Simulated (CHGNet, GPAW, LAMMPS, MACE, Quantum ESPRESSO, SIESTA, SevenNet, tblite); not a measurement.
## Quantum ESPRESSO on Cd23Hg13Se20S16 with crystalline order left by the classical run (72 atoms): settings compared

How far do other settings of Quantum ESPRESSO move the forces in Cd23Hg13Se20S16 with crystalline order left by the classical run (72 atoms)? One run of the same program serves as the yardstick.

Program: Quantum ESPRESSO 7.5. Level of theory: the method is named at each step. Results are calculated unless marked as measured.

**1. Set-up**

The cell holds 72 atoms: 23 Cd, 13 Hg, 20 Se and 16 S. Cell: a = 12.494 Å, b = 12.494 Å, c = 12.494 Å, α = 90.0°, β = 90.0°, γ = 90.0°. 72 atoms (23 Cd, 13 Hg, 20 Se, 16 S) placed at random at 6.2 g/cm³, melted at 2500 K for 10 ps at fixed volume with the Stillinger-Weber II-VI potential (Zhou et al., Phys. Rev. B 88, 085309 (2013)). Quenched from 2500 K to 500 K at 5 K/ps and fixed volume, held 5 ps, then minimised at fixed cell.

The yardstick, on the same geometry:

* method: Kohn-Sham DFT, PBE, SSSP efficiency 1.3.0 pseudopotentials, plane waves (Quantum ESPRESSO 7.5); sssp-pbe-1.3.0-efficiency, cutoffs 60/480 Ry, Γ point
* r.m.s. force component: 0.3712 eV/Å
* longest force: 2.729 eV/Å
* pressure: 1.697 GPa
* time: 48 min on 1 thread of Arm Neoverse V2, shared host
* CPU time: 48 min

**2. PBE, sssp-1.3.0-efficiency, 25/200 Ry**

Method: Kohn-Sham DFT, PBE, SSSP efficiency 1.3.0 pseudopotentials, plane waves.

Contents of pw.in:

```
&control
  calculation = 'scf'
  pseudo_dir = './pseudo'
  outdir = './tmp'
  disk_io = 'none'
  tprnfor = .true.
  tstress = .true.
/
&system
  ibrav = 0
  nat = 72
  ntyp = 4
  ecutwfc = 25
  ecutrho = 200
  nosym = .true.
  occupations = 'smearing'
  smearing = 'fd'
  degauss = 0.003675
/
&electrons
  conv_thr = 3.6e-07
  electron_maxstep = 100
  mixing_beta = 0.4
  mixing_mode = 'plain'
  diagonalization = 'david'
/
ATOMIC_SPECIES
Cd 112.414 Cd.upf
Hg 200.592 Hg.upf
Se 78.971 Se.upf
S 32.060 S.upf
CELL_PARAMETERS angstrom
12.49410 0.00000 0.00000
0.00000 12.49410 0.00000
0.00000 0.00000 12.49410
ATOMIC_POSITIONS crystal
Cd 0.05686 0.66340 0.79474
Cd 0.79325 0.80862 0.34164
Cd 0.41832 0.58774 0.85398
Cd 0.73861 0.50379 0.23478
Cd 0.59513 0.40556 0.64103
Cd 0.41348 0.91000 0.28552
Cd 0.81756 0.24780 0.39835
Cd 0.14047 0.74753 0.40661
Cd 0.54955 0.00060 0.87964
Cd 0.26318 0.51598 0.57293
Cd 0.88050 0.55717 0.53398
Cd 0.62617 0.75200 0.05832
Cd 0.15616 0.41487 0.98050
Cd 0.32786 0.84508 0.67506
Cd 0.09366 0.41688 0.29699
Cd 0.61135 0.98064 0.56106
Cd 0.32754 0.16584 0.50057
Cd 0.25869 0.85916 0.00262
Cd 0.03143 0.99337 0.23648
Cd 0.53548 0.32988 0.00159
Cd 0.87788 0.92661 0.94007
Cd 0.00114 0.67725 0.11672
Cd 0.35224 0.59053 0.18045
Hg 0.28026 0.16672 0.12403
Hg 0.53935 0.66666 0.45167
Hg 0.47508 0.34327 0.33263
Hg 0.07171 0.14239 0.83589
Hg 0.31877 0.15671 0.84814
Hg 0.79097 0.50095 0.89899
Hg 0.77891 0.19821 0.75270
Hg 0.66149 0.07757 0.16831
Hg 0.94102 0.89436 0.63330
Hg 0.90340 0.25468 0.07790
Hg 0.69086 0.72894 0.74261
Hg 0.10858 0.11438 0.54292
Hg 0.23761 0.36023 0.69051
Se 0.26241 0.65622 0.72611
Se 0.08478 0.55030 0.45893
Se 0.62483 0.87842 0.22081
Se 0.03432 0.28401 0.68042
Se 0.74440 0.30281 0.93736
Se 0.00196 0.47060 0.84660
Se 0.49170 0.13179 0.04565
Se 0.53158 0.45688 0.17192
Se 0.46066 0.48007 0.49477
Se 0.41505 0.70709 0.02406
Se 0.26777 0.27473 0.31273
Se 0.80610 0.35454 0.58314
Se 0.86927 0.05075 0.10791
Se 0.79630 0.61661 0.07459
Se 0.35085 0.71947 0.34641
Se 0.05373 0.79548 0.95634
Se 0.44559 0.24184 0.67606
Se 0.35119 0.39572 0.89113
Se 0.53246 0.79894 0.61440
Se 0.14726 0.89592 0.56238
[... 12 atom lines left out ...]
S 0.89292 0.36249 0.25180
S 0.24311 0.97536 0.17213
S 0.61341 0.54704 0.78907
S 0.73843 0.62469 0.39853
K_POINTS gamma
```

On the command line:

```bash
OMP_NUM_THREADS=1 mpirun -np 4 pw.x -in pw.in > output.txt
```

Output:

```text
Program PWSCF
     gamma-point specific algorithms are used
     one sub-group per band group will be used
     scalapack distributed-memory algorithm (size of sub-group:  2*  2 procs)
     Parallelization info
     sticks:   dense  smooth     PW     G-vecs:    dense   smooth      PW
     Min        2216    1107    276               157071    55561    6955
     Max        2217    1110    279               157076    55562    6958
     Sum        8865    4437   1109               628291   222247   27825
     bravais-lattice index     =            0
     lattice parameter (alat)  =      23.6104  a.u.
     unit-cell volume          =   13161.6863 (a.u.)^3
     number of atoms/cell      =           72
     number of atomic types    =            4
     number of electrons       =       752.00
     number of Kohn-Sham states=          451
     kinetic-energy cutoff     =      25.0000  Ry
     charge density cutoff     =     200.0000  Ry
     scf convergence threshold =      3.6E-07
     mixing beta               =       0.4000
     number of iterations used =            8  plain     mixing
     Exchange-correlation=  SLA  PW   PBX  PBC
                           (   1   4   3   4   0   0   0)
     crystal axes: (cart. coord. in units of alat)
               a(1) = (   1.000000   0.000000   0.000000 )
               a(2) = (   0.000000   1.000000   0.000000 )
               a(3) = (   0.000000   0.000000   1.000000 )
     reciprocal axes: (cart. coord. in units 2 pi/alat)
               b(1) = (  1.000000  0.000000  0.000000 )
               b(2) = (  0.000000  1.000000  0.000000 )
               b(3) = (  0.000000  0.000000  1.000000 )
     PseudoPot. # 1 for Cd:
     Pseudo is Ultrasoft + core correction, Zval = 12.0
     PseudoPot. # 2 for Hg:
     Pseudo is Norm-conserving, Zval = 20.0
     PseudoPot. # 3 for Se:
     Pseudo is Ultrasoft + core correction, Zval =  6.0
     PseudoPot. # 4 for S :
     Pseudo is Ultrasoft + core correction, Zval =  6.0
     atomic species   valence    mass     pseudopotential
     Cd               12.00   112.41400     Cd( 1.00)
     Hg               20.00   200.59200     Hg( 1.00)
     Se                6.00    78.97100     Se( 1.00)
     S                 6.00    32.06000     S ( 1.00)
     No symmetry found
   Cartesian axes
     number of k points=     1  Fermi-Dirac smearing, width (Ry)=  0.0037
                       cart. coord. in units 2pi/alat
        k(    1) = (   0.0000000   0.0000000   0.0000000), wk =   2.0000000
     Dense  grid:   314146 G-vectors     FFT dimensions: ( 108, 108, 108)
     Smooth grid:   111124 G-vectors     FFT dimensions: (  75,  75,  75)
     Initial potential from superposition of free atoms
     starting charge     751.8848, renormalised to     752.0000
     Starting wfcs are  481 randomized atomic wfcs
     Self-consistent Calculation
     iteration #  1     ecut=    25.00 Ry     beta= 0.40
     Threshold (ethr) on eigenvalues was too large:
     Diagonalizing with lowered threshold
     total energy              =   -8083.70043139 Ry
     estimated scf accuracy    <       7.49514830 Ry
     iteration #  2     ecut=    25.00 Ry     beta= 0.40
     total energy              =   -8083.35222998 Ry
     estimated scf accuracy    <      14.23207751 Ry
     iteration #  3     ecut=    25.00 Ry     beta= 0.40
     total energy              =   -8085.59845265 Ry
     estimated scf accuracy    <       4.35072226 Ry
     iteration #  4     ecut=    25.00 Ry     beta= 0.40
     total energy              =   -8085.87310968 Ry
     estimated scf accuracy    <       0.53268432 Ry
     iteration #  5     ecut=    25.00 Ry     beta= 0.40
     total energy              =   -8085.90591678 Ry
     estimated scf accuracy    <       0.32623479 Ry
     iteration #  6     ecut=    25.00 Ry     beta= 0.40
     total energy              =   -8085.92860837 Ry
     estimated scf accuracy    <       0.41646723 Ry
[...]
total energy              =   -8085.96245123 Ry
[...]
iteration # 15     ecut=    25.00 Ry     beta= 0.40
     total energy              =   -8085.96245503 Ry
     estimated scf accuracy    <       0.00000250 Ry
     iteration # 16     ecut=    25.00 Ry     beta= 0.40
     total energy              =   -8085.96245535 Ry
     estimated scf accuracy    <       0.00000039 Ry
     iteration # 17     ecut=    25.00 Ry     beta= 0.40
     End of self-consistent calculation
          k = 0.0000 0.0000 0.0000 ( 13913 PWs)   bands (ev):
  -111.5736-111.5299-111.4792-111.4680-111.3599-111.3479-111.3336-111.3292
  -111.3205-111.2960-111.2846-111.2218-111.2164 -58.5310 -58.4887 -58.4452
   -58.4166 -58.3917 -58.3718 -58.3597 -58.3584 -58.3546 -58.3429 -58.3372
   -58.3223 -58.2808 -58.2518 -58.2337 -58.2285 -58.2227 -58.2182 -58.2138
   -58.2100 -58.2083 -58.2052 -58.2046 -58.2022 -58.1996 -58.1951 -58.1903
   -58.1862 -58.1727 -58.1679 -58.1664 -58.1632 -58.1581 -58.1168 -58.1063
   -58.1021 -58.0981 -58.0947 -58.0786  -7.1529  -6.6826  -6.5724  -6.4539
    -6.4370  -6.3824  -6.3496  -6.3243  -6.2900  -6.2697  -6.2574  -6.2231
[...]
10.9698  11.0596  11.0700  11.1059  11.1318  11.1603  11.2317  11.2611
    11.3031  11.3594  11.3708  11.4154  11.4794  11.5168  11.5697  11.6347
    11.6873  11.7280  11.7752  11.8147  11.8543  11.8903  11.9187  12.0064
    12.0465  12.0997  12.1233
     the Fermi energy is     6.4013 ev
!    total energy              =   -8085.96245541 Ry
     estimated scf accuracy    <       0.00000009 Ry
     smearing contrib. (-TS)   =      -0.00911096 Ry
     internal energy E=F+TS    =   -8085.95334445 Ry
     The total energy is F=E-TS. E is the sum of the following terms:
     one-electron contribution =   -4303.30721898 Ry
     hartree contribution      =    2491.22686089 Ry
     xc contribution           =   -2068.99782883 Ry
     ewald contribution        =   -4204.87515753 Ry
     convergence has been achieved in  17 iterations
     Forces acting on atoms (cartesian axes, Ry/au):
     atom    1 type  1   force =     0.00087405   -0.00230711   -0.00561350
     atom    2 type  1   force =     0.00484358    0.00666168   -0.00527961
     atom    3 type  1   force =     0.01369090    0.00808676   -0.00680125
     atom    4 type  1   force =    -0.00544146   -0.01536853    0.01211615
     atom    5 type  1   force =     0.01966493    0.00217412   -0.00503403
     atom    6 type  1   force =     0.00182488    0.01012216    0.00148922
[...]
atom   70 type  4   force =    -0.01092740   -0.01864536    0.00863507
     atom   71 type  4   force =    -0.00277676   -0.00885635    0.00252956
     atom   72 type  4   force =    -0.00855690   -0.00920661    0.00268097
     Total force =     0.215196     Total SCF correction =     0.001378
     Computing stress (Cartesian axis) and pressure
          total   stress  (Ry/bohr**3)                   (kbar)     P=     -916.11
  -0.00643303   0.00008817  -0.00001900         -946.33       12.97       -2.80
   0.00008817  -0.00611256  -0.00008577           12.97     -899.19      -12.62
  -0.00001900  -0.00008577  -0.00613721           -2.80      -12.62     -902.81
     Message from routine punch:
     Nothing written, as per user request (disk_io='none')
```

Wall time 3.6 min (4 MPI ranks of Arm Neoverse V2, shared host); peak memory 2.2 GiB.

Banners, paths, timers and routine set-up lines are dropped from the logs unmarked, and long logs keep their key lines alone; longer cuts are marked.

Against the reference:

```
r.m.s. force component                          : 0.3765 eV/Å
r.m.s. difference of force components           : 28.82 meV/Å
longest difference of force vectors             : 139.2 meV/Å
force difference over r.m.s. force              : 7.765 %
slope of forces against the reference's         : 1.011
correlation of force components                 : 0.9971
pressure                                        : -91.61 GPa
pressure difference                             : -93.31 GPa
energy less the same-level run's                : 3156 meV/atom
r.m.s. force difference from the same-level run : 28.82 meV/Å
```

This is a coarse setting, run to see what it loses.

Length of the force difference by element (eV/Å):

| element | atoms | mean | most |
| --- | --- | --- | --- |
| Cd | 23 | 0.032 | 0.093 |
| Hg | 13 | 0.069 | 0.14 |
| S | 16 | 0.044 | 0.073 |
| Se | 20 | 0.035 | 0.065 |

Local excerpt of 13 atoms (numbers count through the whole input) about Hg36, which bears the longest force; x, y, z are measured from there.

```csv
atom,x,y,z,distance (Å),bonds,Fx,Fy,Fz (eV/Å)
Hg36,0.00,0.00,0.00,0.00,3,-0.16,-2.51,1.36
Cd10,0.32,1.95,-1.47,2.46,3,0.36,1.91,-1.96
Se40,-2.54,-0.95,-0.13,2.72,3,0.78,-0.03,-0.14
Se54,1.42,0.44,2.51,2.91,5,-0.26,-0.82,0.59
Se53,2.60,-1.48,-0.18,3.00,4,-0.18,-0.14,-0.25
Hg28,1.01,-2.54,1.97,3.37,3,0.05,0.19,0.15
Cd17,1.12,-2.43,-2.37,3.58,3,0.30,-0.04,-0.25
Se37,0.31,3.70,0.44,3.74,4,-0.29,-0.21,0.17
Se42,-2.94,1.38,1.95,3.79,3,-0.36,-0.32,-0.35
Cd13,-1.02,0.68,3.62,3.82,4,0.16,0.40,-0.01
Hg27,-2.07,-2.72,1.82,3.87,3,0.03,0.33,0.27
Hg35,-1.61,-3.07,-1.84,3.93,3,-0.22,0.30,-0.02
Se45,2.79,1.50,-2.45,4.00,4,-0.17,-0.44,0.20
```

Forces lie 7.8 % from the reference's, at 0.30 times its CPU time (on 4 against 1 cores).

Within one program, basis, potentials and functional, energies share a zero. Each run against its twin at the usual cutoff or grid and solver:

| run | twin | Δ energy (meV/atom) | Δ force, r.m.s. (meV/Å) | CPU time over the twin's |
| --- | --- | --- | --- | --- |
| QE PBE, sssp-1.3.0-efficiency, 25/200 Ry | sssp-1.3.0-efficiency, 60/480 Ry | 3156 | 28.8 | 0.30 (this twin ran on 1 cores) |

**3. Summary of results**

```json
{"force difference from the reference": "QE PBE, sssp-1.3.0-efficiency, 25/200 Ry (coarse), 7.8 %", "its CPU time": "14 min"}
```

In words: Runs with settings chosen to be coarse differ by 7.8 % (QE PBE, sssp-1.3.0-efficiency, 25/200 Ry). One electronic-structure run takes under half the reference's CPU time: QE PBE, sssp-1.3.0-efficiency, 25/200 Ry, at 7.8 % in 14 min against 48 min; its pressure misses by -93.3 GPa. In pressure, QE PBE, sssp-1.3.0-efficiency, 25/200 Ry misses by -93.3 GPa, at the same functional; a cutoff this low leaves a large Pulay stress. The reference's pressure holds the uncorrected Pulay stress of its 60 Ry basis, so small pressure differences, and their order, may be the reference's own error. The quench rate of 5 K/ps is many orders above laboratory rates, so the cell is likely richer in defects and strain than a real sample. The network of bonds at the start is that of the classical potential that made the cell, and needn't be the one that DFT or experiment would give. The reference's stress is far from hydrostatic: its diagonal is -1.3, 3.4, 3.0 GPa, compression counted positive. The reference's pressure of 1.7 GPa belongs to a cell and atoms that aren't relaxed at this level. The electronic-structure runs sample only Γ, in a cell whose shortest periodic width is 12 Å, which is coarse for a cell with partly filled levels. Spin–orbit coupling is left out, which matters for the levels of the heavy elements.

[Also dropped from logs without a mark: logging warnings of Python, and SIESTA's first energy breakdown and zero terms.]

[Logs are printed without paths, hosts, clocks, repeated set-up lines and the standing remarks that a program may print on its own settings, such as how far it seeks lower states.]

[Hosts, paths, dates, database ids (printed as entryN), source tags and the programs' standing remarks are cut or masked in the printed files.]
